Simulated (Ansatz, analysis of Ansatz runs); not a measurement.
# La2PbS4 (I-42d), nudged elastic band: V_S hop (3.3 Å) (q = +2)

Aim: the barrier of one jump in La2PbS4 (I-42d) at charge +2: V_S hop (3.3 Å). The model is a cell of 112 host atoms with 1 S taken out; S is the atom that moves.

Method: plane-wave PAW DFT, PBEsol; nudged elastic band between two relaxed defect structures at fixed charge in a uniform background, in Ansatz 0.2.0.

**1. The starting structure**

The cell holds 111 atoms: 32 La, 16 Pb and 63 S. Cell: a = 15.023 Å, b = 15.023 Å, c = 15.023 Å, α = 109.3°, β = 109.3°, γ = 109.7°. It derives from La2PbS4 (space group I-42d). Nearest the centre at fractional (0.437, 0.648, 0.462): S36 at 1.63 Å, La45 at 2.46 Å, La88 at 2.49 Å, La2 at 2.67 Å, S11 at 3.56 Å, S96 at 3.59 Å, Pb103 at 3.74 Å, Pb48 at 3.74 Å. The cell carries charge +2.

The cell's shortest repeat is 15.0 Å.

**2. Relaxation of the start point, charge +2**

The ends come first: from an unrelaxed start the top is counted from too high an energy, and the barrier comes out too low. Small random displacements break the symmetry of the ideal sites, so that the defect can distort if it gains by it. The charge of +2 is set by the electron count, and a uniform background keeps the cell neutral.

Contents of qp2_c112k1s.start/input.yaml:

```yaml
crystal:
  lattice:
    - [-8.68700356, 8.68700356, 8.64614061]
    - [8.68700356, -8.68700356, 8.64614061]
    - [8.68700356, 8.68700356, -8.64614061]
  atoms:
    - { symbol: La, position: [0.1875, 0.12993909, 0.19243909] }
    - { symbol: La, position: [0.4375, 0.49506091, 0.30756091] }
[... 2 atom lines left out ...]
    - { symbol: Pb, position: [0.125, 0.375, 0.25] }
    - { symbol: Pb, position: [0.25, 0.25, 0.0] }
[... 2 atom lines left out ...]
    - { symbol: S, position: [0.23968644, 0.44238259, 0.12627267] }
    - { symbol: S, position: [0.38658623, 0.26031356, 0.20269614] }
    - { symbol: S, position: [0.31738259, 0.36468644, 0.37627267] }
    - { symbol: S, position: [0.05761741, 0.18389008, 0.29730386] }
    - { symbol: S, position: [0.48841377, 0.44110992, 0.12372733] }
[... 2 atom lines left out ...]
    - { symbol: La, position: [0.4375, 0.49506091, 0.80756091] }
[... 3 atom lines left out ...]
    - { symbol: Pb, position: [0.25, 0.25, 0.5] }
[... 2 atom lines left out ...]
    - { symbol: S, position: [0.23968644, 0.44238259, 0.62627267] }
[... 3 atom lines left out ...]
    - { symbol: S, position: [0.48841377, 0.44110992, 0.62372733] }
[... 1 atom line left out ...]
    - { symbol: La, position: [0.1875, 0.62993909, 0.19243909] }
[... 1 atom line left out ...]
    - { symbol: La, position: [0.37006091, 0.5625, 0.05756091] }
[... 3 atom lines left out ...]
    - { symbol: S, position: [0.13531356, 0.51158623, 0.45269614] }
    - { symbol: S, position: [0.31610992, 0.61341377, 0.37372733] }
[... 1 atom line left out ...]
    - { symbol: S, position: [0.38658623, 0.76031356, 0.20269614] }
    - { symbol: S, position: [0.31738259, 0.86468644, 0.37627267] }
    - { symbol: S, position: [0.05761741, 0.68389008, 0.29730386] }
[... 2 atom lines left out ...]
    - { symbol: La, position: [0.1875, 0.62993909, 0.69243909] }
    - { symbol: La, position: [0.4375, 0.99506091, 0.80756091] }
    - { symbol: La, position: [0.37006091, 0.5625, 0.55756091] }
[... 2 atom lines left out ...]
    - { symbol: Pb, position: [0.25, 0.75, 0.5] }
[... 3 atom lines left out ...]
    - { symbol: S, position: [0.38658623, 0.76031356, 0.70269614] }
[... 2 atom lines left out ...]
    - { symbol: S, position: [0.48841377, 0.94110992, 0.62372733] }
[... 2 atom lines left out ...]
    - { symbol: La, position: [0.9375, 0.49506091, 0.30756091] }
[... 1 atom line left out ...]
    - { symbol: La, position: [0.50493909, 0.3125, 0.44243909] }
    - { symbol: Pb, position: [0.625, 0.375, 0.25] }
[... 1 atom line left out ...]
    - { symbol: S, position: [0.63531356, 0.01158623, 0.45269614] }
[... 5 atom lines left out ...]
    - { symbol: S, position: [0.98841377, 0.44110992, 0.12372733] }
[... 1 atom line left out ...]
    - { symbol: La, position: [0.6875, 0.12993909, 0.69243909] }
[... 16 atom lines left out ...]
    - { symbol: La, position: [0.50493909, 0.8125, 0.44243909] }
    - { symbol: Pb, position: [0.625, 0.875, 0.25] }
[... 1 atom line left out ...]
    - { symbol: S, position: [0.63531356, 0.51158623, 0.45269614] }
[... 3 atom lines left out ...]
    - { symbol: S, position: [0.81738259, 0.86468644, 0.37627267] }
    - { symbol: S, position: [0.55761741, 0.68389008, 0.29730386] }
[... 2 atom lines left out ...]
    - { symbol: La, position: [0.6875, 0.62993909, 0.69243909] }
    - { symbol: La, position: [0.9375, 0.99506091, 0.80756091] }
[... 2 atom lines left out ...]
    - { symbol: Pb, position: [0.625, 0.875, 0.75] }
    - { symbol: Pb, position: [0.75, 0.75, 0.5] }
[... 2 atom lines left out ...]
    - { symbol: S, position: [0.73968644, 0.94238259, 0.62627267] }
    - { symbol: S, position: [0.88658623, 0.76031356, 0.70269614] }
    - { symbol: S, position: [0.81738259, 0.86468644, 0.87627267] }
    - { symbol: S, position: [0.55761741, 0.68389008, 0.79730386] }
    - { symbol: S, position: [0.98841377, 0.94110992, 0.62372733] }
total_charge: 2
basis:
  ecutwfc: 420
  xc_grid: 2
hamiltonian:
  xc: pbesol
kpoints:
  mp_grid: { grid: [1, 1, 1], shift: [0.25, 0.25, 0.25] }
scf:
  occupations: { method: fixed }
  max_iter: 120
output:
  forces: true
relax:
  f_tol: 0.02
  max_steps: 70
  random_displacement: { amplitude: 0.03, seed: 2175 }
```

The run is started by

```console
$ ansatz run input.yaml --threads 32 --pin off --max-ram 84787MiB --backend cuda --events-out ev --progress --plain --runs-dir out --max-vram 78GiB
```

The log of the run:

```text
[...]
Engine: ansatz 0.2.0, aarch64-unknown-linux-gnu
[...]
Pseudopotential: La, paw, valence charge 11, recommended cutoff 420 eV (normal), La.paw.azcp
Pseudopotential: Pb, paw, valence charge 14, recommended cutoff 420 eV (normal), Pb.paw.azcp
Pseudopotential: S, paw, valence charge 6, recommended cutoff 420 eV (normal), S.paw.azcp
Functional definition: PBEsol
[...]
Crystal: 111 atoms, lattice volume = 2609.890 Å³
Basis set: ecut = 420 eV, 50901 PW (Γ), exchange–correlation on 216×216×216 points (8 copies of the dense FFT grid, shifted against one another)
Bands: 587, of which v1, the nominal top of the filled ones, is band 476 counted from 1 (475 counted from 0)
[...]
k-points: 1
[...]
SCF iter   2: F=—  HF=-441201.806969 eV  |F-HF|=—  |Δ(HF+E_count)|=   4.62e-1  Δρ=2.43e-3  dr2=2.85e-1  ethr=2.38e-4  ⟨swp⟩=4.0  Hψ=834  notcnv=0  defer=109
[...]
SCF 1 converged in 8 iterations: F = -441201.767005 eV  dr2 = 1.65e-6
[...]
relax step   1: F+E_penalty+E_count = -441201.76700498 eV  Δ(F+E_penalty+E_count) = +0.000e0 eV  max|allowed force component| = 1.425e0 eV/Å  Δτ_max = 0.0000 Å  (8 SCF iters, dr2 threshold 1.00e-5 eV, [...]
[...]
SCF iter   1: F=—  HF=-441203.138741 eV  |F-HF|=—  |Δ(HF+E_count)|=         —  Δρ=3.90e-3  dr2=1.00e0  ethr=1.07e-4  ⟨swp⟩=3.0  Hψ=1642  notcnv=0  defer=109
[...]
SCF iter   2: F=—  HF=-441202.921691 eV  |F-HF|=—  |Δ(HF+E_count)|=   2.17e-1  Δρ=1.72e-3  dr2=1.21e-1  ethr=1.05e-4  ⟨swp⟩=5.0  Hψ=863  notcnv=0  defer=109
[...]
SCF 7 converged in 6 iterations: F = -441203.272981 eV  dr2 = 2.27e-8
relax step   7: F+E_penalty+E_count = -441203.27298101 eV  Δ(F+E_penalty+E_count) = -5.033e-4 eV  max|allowed force component| = 9.413e-3 eV/Å  Δτ_max = 0.0150 Å  (6 SCF iters, accepted)
SCF converged after 6 iterations
[...]
```

It took 8.8 s on 1 × NVIDIA GB200 with 32 threads of Arm Neoverse V2, shared host; peak memory 1.7 GiB; 30 s of CPU time.

Relaxation path:

```csv
step,energy less that of the first step (eV),largest force component (eV/Å)
1,0.0000,1.4252
2,-1.1297,0.5009
3,-1.4398,0.2142
4,-1.4987,0.0849
5,-1.4902,0.1427
6,-1.5055,0.0329
7,-1.5060,0.0094
```

Relaxation step 5 was tried and not accepted.

The atoms that moved most (Å, from the sites as typed, ahead of the random displacement, the mean shift of all atoms taken out):

```
 atom      dx      dy      dz  length
  S91   0.487  -0.149  -0.063   0.513
  S36   0.006   0.427   0.181   0.464
 La88   0.002  -0.139   0.156   0.209
 La99   0.059   0.177  -0.041   0.191
  La2  -0.149  -0.108  -0.036   0.188
 S107  -0.106  -0.039  -0.112   0.159
 La45  -0.007   0.056  -0.135   0.146
Pb103   0.139  -0.005   0.042   0.145
```

Neighbours of S36 at the end:

```
atom  distance (Å)
La88         2.819
La45         2.924
 La2         3.000
Pb48         3.090
La29         3.266
 Pb5         3.445
  S9         3.456
 S35         3.571
```

Read from the output:

* free energy: -441203.2730 eV
* r.m.s. move of the farther half of the atoms: 0.02710 Å
* largest move from the ideal geometry of this structure, a common shift of the far atoms taken out: 0.5123 Å

The relaxation gained 1.506 eV and ended with a largest force component of 0.0094 eV/Å.

**3. Relaxation of the end point, charge +2**

The end point is relaxed in the same cell and settings, so that the two energies compare. Atoms more than 3.2 Å from the middle of the hop start where the first relaxation left them, the nearer ones on or close to their ideal places, with small random displacements.

Contents of qp2_c112k1s.end/input.yaml:

```yaml
crystal:
  lattice:
    - [-8.68700356, 8.68700356, 8.64614061]
    - [8.68700356, -8.68700356, 8.64614061]
    - [8.68700356, 8.68700356, -8.64614061]
  atoms:
    - { symbol: La, position: [0.18766861, 0.12974931, 0.19245272] }
    - { symbol: La, position: [0.4375, 0.49506091, 0.30756091] }
[... 8 atom lines left out ...]
    - { symbol: S, position: [0.31691138, 0.36364061, 0.37527009] }
[... 24 atom lines left out ...]
    - { symbol: S, position: [0.558573, 0.682864, 0.550148] }
[... 8 atom lines left out ...]
    - { symbol: La, position: [0.37006091, 0.5625, 0.55756091] }
[... 2 atom lines left out ...]
    - { symbol: Pb, position: [0.25444279, 0.75020222, 0.50298534] }
[... 3 atom lines left out ...]
    - { symbol: S, position: [0.38536449, 0.75756905, 0.70070346] }
[... 2 atom lines left out ...]
    - { symbol: S, position: [0.48891103, 0.94082178, 0.62210735] }
[... 32 atom lines left out ...]
    - { symbol: La, position: [0.50493909, 0.8125, 0.44243909] }
[... 2 atom lines left out ...]
    - { symbol: S, position: [0.62301627, 0.53591465, 0.4720094] }
[... 4 atom lines left out ...]
    - { symbol: S, position: [0.55684531, 0.68155469, 0.2986858] }
[... 6 atom lines left out ...]
    - { symbol: Pb, position: [0.62712106, 0.88539486, 0.75759972] }
[... 3 atom lines left out ...]
    - { symbol: S, position: [0.73093929, 0.92976045, 0.61780569] }
[... 3 atom lines left out ...]
    - { symbol: S, position: [0.98842076, 0.93975782, 0.62227681] }
total_charge: 2
basis:
  ecutwfc: 420
  xc_grid: 2
hamiltonian:
  xc: pbesol
kpoints:
  mp_grid: { grid: [1, 1, 1], shift: [0.25, 0.25, 0.25] }
scf:
  occupations: { method: fixed }
  max_iter: 120
output:
  forces: true
relax:
  f_tol: 0.02
  max_steps: 70
  random_displacement: { amplitude: 0.01, seed: 2175 }
```

The log of the run:

```text
[...]
Crystal: 111 atoms, lattice volume = 2609.890 Å³
Basis set: ecut = 420 eV, 50901 PW (Γ), exchange–correlation on 216×216×216 points (8 copies of the dense FFT grid, shifted against one another)
Bands: 587, of which v1, the nominal top of the filled ones, is band 476 counted from 1 (475 counted from 0)
[...]
k-points: 1
[...]
SCF iter   2: F=—  HF=-441201.372384 eV  |F-HF|=—  |Δ(HF+E_count)|=   4.46e-1  Δρ=2.38e-3  dr2=2.55e-1  ethr=2.28e-4  ⟨swp⟩=4.0  Hψ=831  notcnv=0  defer=109
[...]
SCF 1 converged in 8 iterations: F = -441201.340602 eV  dr2 = 2.36e-6
[...]
relax step   1: F+E_penalty+E_count = -441201.34060180 eV  Δ(F+E_penalty+E_count) = +0.000e0 eV  max|allowed force component| = 1.692e0 eV/Å  Δτ_max = 0.0000 Å  (8 SCF iters, dr2 threshold 1.00e-5 eV, [...]
[...]
SCF 7 converged in 6 iterations: F = -441203.272753 eV  dr2 = 7.68e-8
relax step   7: F+E_penalty+E_count = -441203.27275311 eV  Δ(F+E_penalty+E_count) = -1.246e-3 eV  max|allowed force component| = 1.555e-2 eV/Å  Δτ_max = 0.0153 Å  (6 SCF iters, accepted)
SCF converged after 6 iterations
[...]
```

The job ended after 8.6 s (1 × NVIDIA GB200 with 32 threads; peak memory 1.7 GiB).

Relaxation path:

| step | energy less that of the first step (eV) | largest force component (eV/Å) |
| --- | --- | --- |
| 1 | 0.0000 | 1.6917 |
| 2 | -1.3804 | 0.8517 |
| 3 | -1.8125 | 0.3722 |
| 4 | -1.9264 | 0.0653 |
| 5 | -1.9219 | 0.0946 |
| 6 | -1.9309 | 0.0522 |
| 7 | -1.9322 | 0.0156 |

Relaxation step 5 was tried and not accepted.

The atoms that moved most (Å, from the sites as typed, ahead of the random displacement):

| atom | dx | dy | dz | length |
| --- | --- | --- | --- | --- |
| S9 | 0.449 | 0.206 | 0.078 | 0.501 |
| S91 | -0.443 | 0.205 | 0.078 | 0.494 |
| S36 | -0.022 | -0.451 | -0.157 | 0.478 |
| La29 | 0.058 | -0.215 | 0.055 | 0.229 |
| La99 | -0.053 | -0.216 | 0.055 | 0.229 |
| La45 | 0.003 | 0.136 | -0.158 | 0.208 |
| La2 | -0.148 | 0.106 | 0.035 | 0.186 |
| Pb48 | 0.151 | -0.060 | -0.056 | 0.172 |

Neighbours of S36 at the end:

| atom | distance (Å) |
| --- | --- |
| La45 | 2.820 |
| La88 | 2.923 |
| La2 | 3.000 |
| Pb103 | 3.089 |
| La99 | 3.268 |
| Pb104 | 3.447 |
| S91 | 3.457 |
| S107 | 3.571 |

This step gave:

```
free energy                                                                                       : -441203.2728 eV
r.m.s. move of the farther half of the atoms                                                      : 0.02723 Å
largest move from the ideal geometry of this structure, a common shift of the far atoms taken out : 0.5174 Å
```

The relaxation gained 1.932 eV and ended with a largest force component of 0.016 eV/Å. The end lies within 1 meV of the start.

(Part 1 of 2 ends here.)

[Logs are printed without paths, hosts, clocks, repeated set-up lines and the standing remarks that a program may print on its own settings, such as how far it seeks lower states.]

[Hosts, paths, dates, database ids (printed as entryN), source tags and the programs' standing remarks are cut or masked in the printed files.]
